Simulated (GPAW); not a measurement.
# How Ru absorbs and reflects light

Aim: the dielectric function of Ru, and the optical constants that follow from it.

Program: GPAW 26.7.0. Level of theory: DFT, LDA, plane-wave PAW (GPAW data sets), scalar-relativistic, RPA, optical limit. Results are calculated unless marked as measured.

### Step 1. The structure

The structure is hexagonal, space group P6_3/mmc (No. 194). Conventional cell: a = 2.706 Å, b = 2.706 Å, c = 4.282 Å, α = 90.00°, β = 90.00°, γ = 120.00°. Nearest to Ru lie 12 Ru at 2.65 to 2.71 Å.

Structure file:

```cif
data_structure
_symmetry_space_group_name_H-M 'P6_3/mmc'
_symmetry_Int_Tables_number 194
_cell_length_a 2.7058
_cell_length_b 2.7058
_cell_length_c 4.2819
_cell_angle_alpha 90.000
_cell_angle_beta 90.000
_cell_angle_gamma 120.000
_cell_volume 27.15
loop_
_atom_site_label
_atom_site_type_symbol
_atom_site_symmetry_multiplicity
_atom_site_Wyckoff_symbol
_atom_site_fract_x
_atom_site_fract_y
_atom_site_fract_z
_atom_site_occupancy
Ru1 Ru 2 c 0.66667 0.33333 0.75000 1
```

### Step 2. Bands for the response

At the fixed density, many empty bands are solved on the mesh of the response, since the spectrum sums over them.

This step: DFT, LDA, plane-wave PAW (GPAW data sets), scalar-relativistic, bands at fixed density (GPAW 26.7.0).

nscf.py reads:

```python
from ase.dft.bandgap import bandgap
from gpaw import GPAW, FermiDirac

calc = GPAW('gs.gpw').fixed_density(kpts={'size': (15, 15, 8), 'gamma': True}, nbands=38, convergence={'bands': 32},
                                    occupations=FermiDirac(0.05), txt='nscf.txt')
print('gap (eV)', bandgap(calc, output=None)[0])
print('direct gap (eV)', bandgap(calc, direct=True, output=None)[0])
print('top band over the Fermi level (eV)', min(calc.get_eigenvalues(kpt=k)[31] for k in range(len(calc.get_ibz_k_points()))) - calc.get_fermi_level())
calc.write('full.gpw', mode='all')
```

Command:

```console
OMP_NUM_THREADS=1 python nscf.py
```

Numbers of over 12 decimals in the logs are rounded to 6 here.

Log:

```text
Diagonalizing LCAO Hamiltonian
Converting LCAO to pw mode
convergence criteria:
- Maximum integral of absolute [eigenst]ate change: 4e-08 eV^2 / valence electron
maximum number of iterations: 150

SCF iterations
|iter     |      energy | eigst |  dens |
|iter:   1||             | +2.83 |       |
|iter:   2||             | +0.58 |       |
|iter:   3||             | -0.65 |       |
|iter:   4||             | -1.88 |       |
|iter:   5||             | -3.57 |       |
|iter:   6||             | -5.17 |       |
|iter:   7||             | -6.70 |       |
|iter:   8||             | -7.65c|       |
SCF steps: 8
  __  _  _
 | _ |_)|_||  |
 |__||  | ||/\| - 26.7.0

Versions:
  Python: 3.12.14
  ASE:    3.29.0
  Numpy:  2.5.5
  Scipy:  1.18.1
  Libxc:  7.0.0

Input parameters:
  mode=PW(ecut=500.0),
  convergence={'bands': 32},
  gpts=array([14, 14, 24]),
  kpts=MonkhorstPack(size=(15, 15, 8), gamma=True),
  maxiter=150,
  nbands=38,
  occupations=Occupations(name='fermi-dirac', width=0.05, fixmagmom=False),
  parallel={},
  xc=XC(name='LDA')

--- standard output ---
gap (eV) 0.0
direct gap (eV) 0.0
top band over the Fermi level (eV) 28.152834
```

The job ended after 67 s (1 thread of Arm Neoverse V1, shared host; peak memory 0.24 GiB).

### Step 3. Dielectric function, RPA

Transitions between filled and empty bands, summed over the zone, give the optical response, so mesh, band count and broadening shape it.

The induced potential is part of this response.

This step: DFT, LDA, plane-wave PAW (GPAW data sets), scalar-relativistic, RPA, optical limit (GPAW 26.7.0).

df.py reads:

```python
from gpaw.response.df import DielectricFunction

df = DielectricFunction('full.gpw', frequencies={'type': 'nonlinear', 'domega0': 0.03, 'omega2': 8},
                        ecut=50,
                        eta=0.15,
                        nbands=32,
                        rate=0.05,
                        txt='df.txt')
for direction in ['x', 'z']:
    df.get_dielectric_function(xc='RPA', direction=direction, filename=f'df_{direction}.csv')
```

Command:

```console
OMP_NUM_THREADS=1 python df.py
```

Log:

```text
Using integrator: PointIntegrator
NonLinearFrequencyDescriptor(from 0.000 to 106.549 eV, 546 points)
Nonperiodic BCs:  [False False False]
Using integrator: PointIntegrator
NonLinearFrequencyDescriptor(from 0.000 to 106.549 eV, 546 points)
Nonperiodic BCs:  [False False False]
Using integrator: PointIntegrator

Calculating chi0 body with:
    Ground state adapter containing:
    Number of spins: 1
    Number of kpoints: 1800
    Number of irreducible kpoints: 192
    Number of completely occupied states: 14
    Number of partially occupied states: 20

    Linear response parametrization:
    q_c: [0.0, 0.0, 0.0]
    Number of frequency points: 546
    Planewave cutoff: 50.0
    Number of bands: 32
    Number of planewaves: 23
    Broadening (eta): 0.15

Integrating chi0 body.

Symmetries of q_c:
    Direct symmetries (Uq -> q): 12
    Indirect symmetries (TUq -> q): 0
In total 12 allowed symmetries.

192 groups of equivalent kpoints. 89.333333% reduction.

Integral kind: spectral function

Calculating chi0 optical extensions with:
    Ground state adapter containing:
    Number of spins: 1
    Number of kpoints: 1800
    Number of irreducible kpoints: 192
    Number of completely occupied states: 14
    Number of partially occupied states: 20

    Linear response parametrization:
    Number of frequency points: 546
    Planewave cutoff: 50.0
    Number of bands: 32
    Number of planewaves: 23
    Broadening (eta): 0.15
Integrating chi0 head and wings.

Symmetries of q_c:
    Direct symmetries (Uq -> q): 12
    Indirect symmetries (TUq -> q): 0
In total 12 allowed symmetries.

192 groups of equivalent kpoints. 89.333333% reduction.

Integral kind: spectral function wings

Calculating drude chi0 with:
    Number of frequency points:546
    Plasma frequency decay rate: 0.05 eV

    Ground state adapter containing:
    Number of spins: 1
    Number of kpoints: 1800
    Number of irreducible kpoints: 192
    Number of completely occupied states: 14
    Number of partially occupied states: 20

Symmetries of q_c:
    Direct symmetries (Uq -> q): 12
    Indirect symmetries (TUq -> q): 0
In total 12 allowed symmetries.

192 groups of equivalent kpoints. 89.333333% reduction.

Integral kind: intraband
Plasma frequency:
[[6.57+0.j 0.  -0.j 0.  +0.j]
 [0.  -0.j 6.57+0.j 0.  -0.j]
 [0.  +0.j 0.  -0.j 8.15-0.j]]
```

The job ended after 21 s (1 thread; peak memory 0.2 GiB).

Sum at mesh points, not converged in k. Im ε against photon energy; read off at these points:

```tsv
photon energy (eV)	E ∥ x	E ∥ z
0.50	47.0	75.5
1.00	20.5	49.2
1.50	34.3	38.1
1.84	41.1	45.8
2.00	47.1	41.1
2.13	49.8	35.2
2.50	41.0	28.9
3.00	33.6	20.2
3.50	18.3	19.5
4.00	11.9	18.2
4.50	9.63	9.71
5.00	7.53	7.02
5.50	5.34	4.97
6.00	4.75	4.27
6.50	3.27	3.94
7.00	2.93	2.68
7.50	1.94	2.04
8.00	1.49	1.48
8.50	1.41	1.23
9.00	1.25	1.04
9.50	1.10	0.900
10.00	1.23	1.07
10.50	1.15	1.06
11.00	1.28	1.62
11.50	1.81	2.18
12.00	1.49	1.70
12.50	1.72	2.07
13.00	1.62	1.97
13.50	1.52	2.00
```

Values under 1 per cm are given as 1; sum at mesh points, not converged in k. Absorption coefficient against photon energy:

```tsv
photon energy (eV)	E ∥ x (1/cm)	E ∥ z (1/cm)
0.492	5.8e5	7.1e5
1.010	3.6e5	7.8e5
1.486	4.6e5	6.9e5
1.985	8.3e5	1.1e6
2.508	1.3e6	1.2e6
3.018	1.5e6	1.2e6
3.510	1.6e6	1.4e6
3.980	1.5e6	1.7e6
4.516	1.6e6	1.7e6
4.981	1.6e6	1.6e6
5.515	1.5e6	1.6e6
6.021	1.6e6	1.6e6
6.494	1.5e6	1.6e6
6.985	1.5e6	1.6e6
7.496	1.5e6	1.5e6
8.026	1.3e6	1.4e6
8.516	1.3e6	1.3e6
9.023	1.2e6	1.2e6
9.483	1.1e6	9.5e5
10.026	9.3e5	8.5e5
10.519	8.7e5	7.4e5
11.029	7.5e5	7.7e5
11.479	1.0e6	1.2e6
12.023	9.6e5	1.1e6
12.504	1.0e6	1.1e6
13.000	1.1e6	1.3e6
13.512	9.9e5	1.2e6
```

Sum at mesh points, not converged in k. The Im ε, E ∥ x by photon energy; read off at these points:

```tsv
photon energy (eV)	without local fields	with local fields
0.500	47.0	47.0
0.750	26.8	26.8
1.000	20.5	20.5
1.250	23.2	23.2
1.500	34.3	34.3
1.750	38.8	38.8
2.000	47.1	47.1
2.132	49.6	49.8
2.250	46.8	46.9
2.500	40.9	41.0
2.750	36.6	36.7
3.000	33.7	33.6
3.250	25.4	25.0
3.500	18.5	18.3
3.750	13.9	13.7
4.000	12.1	11.9
4.250	11.5	11.4
4.500	9.67	9.63
4.750	8.70	8.84
5.000	7.32	7.53
5.250	5.71	5.79
5.500	5.29	5.34
5.750	5.05	5.13
6.000	4.67	4.75
6.250	3.90	3.93
6.500	3.26	3.27
6.750	3.09	3.08
7.000	2.94	2.93
7.250	2.48	2.47
7.500	1.95	1.94
7.750	1.87	1.86
8.000	1.50	1.49
8.250	1.62	1.61
8.500	1.41	1.41
8.750	1.43	1.43
9.000	1.25	1.25
9.250	1.23	1.23
9.500	1.11	1.10
9.750	1.17	1.17
10.000	1.23	1.23
10.250	1.24	1.24
10.500	1.13	1.15
10.750	1.00	1.01
11.000	1.26	1.28
11.250	1.61	1.64
11.500	1.76	1.81
11.750	1.59	1.63
12.000	1.45	1.49
12.250	1.44	1.48
12.500	1.67	1.72
12.750	1.70	1.77
13.000	1.57	1.62
13.250	1.53	1.57
13.500	1.48	1.52
13.750	1.62	1.66
```

Sum at mesh points, not converged in k. The reflectivity at normal incidence by photon energy; read off at these points:

```tsv
photon energy (eV)	E ∥ x (%)	E ∥ z (%)
0.50	94.0	94.8
1.00	58.8	83.6
1.50	57.7	64.9
2.00	63.3	70.5
2.50	67.5	68.4
3.00	69.6	64.8
3.50	73.0	64.0
3.64	73.1	63.5
4.00	69.8	68.1
4.50	68.1	74.3
5.00	68.9	71.0
5.50	66.5	70.6
6.00	64.8	66.3
6.50	66.4	65.5
7.00	63.4	67.3
7.50	65.6	67.8
8.00	62.5	67.5
8.50	56.1	60.8
9.00	50.1	58.3
9.50	41.0	40.4
10.00	26.3	25.3
10.50	21.6	15.9
11.00	10.6	9.08
11.50	15.8	19.5
11.63	16.6	18.2
12.00	14.8	17.3
12.50	13.0	13.4
13.00	13.5	19.2
13.50	11.3	15.5
```

The loss function −Im 1/ε at q → 0 has structure finer than the step of the table below, so its rows give means over 0.25 eV, whole bins alone (the curve runs from 0.305 to 14.0 eV). Peaks (eV: height): E ∥ x 10.735: 0.988, 12.102: 0.669; E ∥ z 10.591: 0.969, 12.102: 0.620, 13.084: 0.543.

Sum at mesh points, not converged in k. Table of loss function −Im 1/ε at q → 0 by energy loss; means over each step:

```tsv
energy loss (eV)	E ∥ x	E ∥ z
0.50	0.00300	0.00220
0.75	0.0140	0.00728
1.00	0.0425	0.0107
1.25	0.0323	0.0235
1.50	0.0220	0.0260
1.75	0.0210	0.0226
2.00	0.0196	0.0220
2.25	0.0212	0.0269
2.50	0.0238	0.0293
2.75	0.0259	0.0330
3.00	0.0254	0.0398
3.25	0.0263	0.0434
3.50	0.0298	0.0420
3.75	0.0357	0.0425
4.00	0.0429	0.0379
4.25	0.0481	0.0368
4.50	0.0509	0.0374
4.75	0.0543	0.0447
5.00	0.0548	0.0509
5.25	0.0598	0.0550
5.50	0.0722	0.0613
5.75	0.0792	0.0711
6.00	0.0823	0.0808
6.25	0.0819	0.0877
6.50	0.0927	0.0884
6.75	0.107	0.0892
7.00	0.113	0.0988
7.25	0.111	0.108
7.50	0.128	0.112
7.75	0.145	0.123
8.00	0.176	0.135
8.25	0.219	0.166
8.50	0.249	0.217
8.75	0.301	0.262
9.00	0.349	0.282
9.25	0.440	0.415
9.50	0.547	0.653
9.75	0.684	0.778
10.00	0.726	0.853
10.25	0.744	0.868
10.50	0.861	0.927
10.75	0.924	0.723
11.00	0.691	0.442
11.25	0.558	0.387
11.50	0.546	0.459
11.75	0.600	0.504
12.00	0.649	0.577
12.25	0.601	0.540
12.50	0.535	0.426
12.75	0.544	0.416
13.00	0.578	0.500
13.25	0.593	0.513
13.50	0.576	0.479
13.75	0.525	0.492
```

Optical constants at common wavelengths, from n + ik = √ε:

```tsv
wavelength (nm)	n x	k x	R (%) x	1/α x	n z	k z	R (%) z	1/α z
1550	2.13	5.787	80.3	21 nm	3.92	8.737	84.4	14 nm
633	5.66	4.023	62.6	13 nm	4.00	5.371	70.3	9.4 nm
532	4.64	4.850	66.5	8.7 nm	3.16	4.694	67.9	9.0 nm
450	3.79	4.825	67.2	7.4 nm	2.62	4.451	68.1	8.0 nm
405	3.15	5.088	70.8	6.3 nm	2.50	3.973	64.3	8.1 nm
308	1.56	3.741	69.6	6.6 nm	2.13	4.171	68.7	5.9 nm
248	1.17	3.218	68.9	6.1 nm	1.08	3.251	71.0	6.1 nm
```

A polished face would reflect 68 % of daylight and look light grey (CIE x = 0.312, y = 0.329 under D65).

### Step 4. Summary of results

**Reading.** At this level (LDA, RPA) Ru is a metal. The mesh is too coarse to trust the carriers' weight, the reflectivity or the colour to better than tens of per cent. A polished face would reflect 68 % of daylight and look light grey (CIE x = 0.312, y = 0.329 under D65). The carriers' damping of 0.05 eV is typed, not computed; it shapes the response at the lowest energies. In this version of GPAW the matrix elements of the optical limit are incomplete, which can lower ε − 1 by up to a tenth where first-row anions or d states rule, and shift it by more in d metals. GPAW's carrier term has the form −ωp²/(ω + i·rate)², which damps like twice the rate and fails at low energy, so the curves leave the lowest energies out. The sum runs over mesh points 0.18 Å⁻¹ apart with no interpolation, so peaks are partly noise of the mesh, and the Drude plasma energy, a sum over the Fermi surface, isn't converged.

[Machine, clock and banner lines and Python warnings are left out of the logs.]

[Logs are printed without paths, hosts, clocks, repeated set-up lines and the standing remarks that a program may print on its own settings, such as how far it seeks lower states.]

[Hosts, paths, dates, database ids (printed as entryN), source tags and the programs' standing remarks are cut or masked in the printed files.]
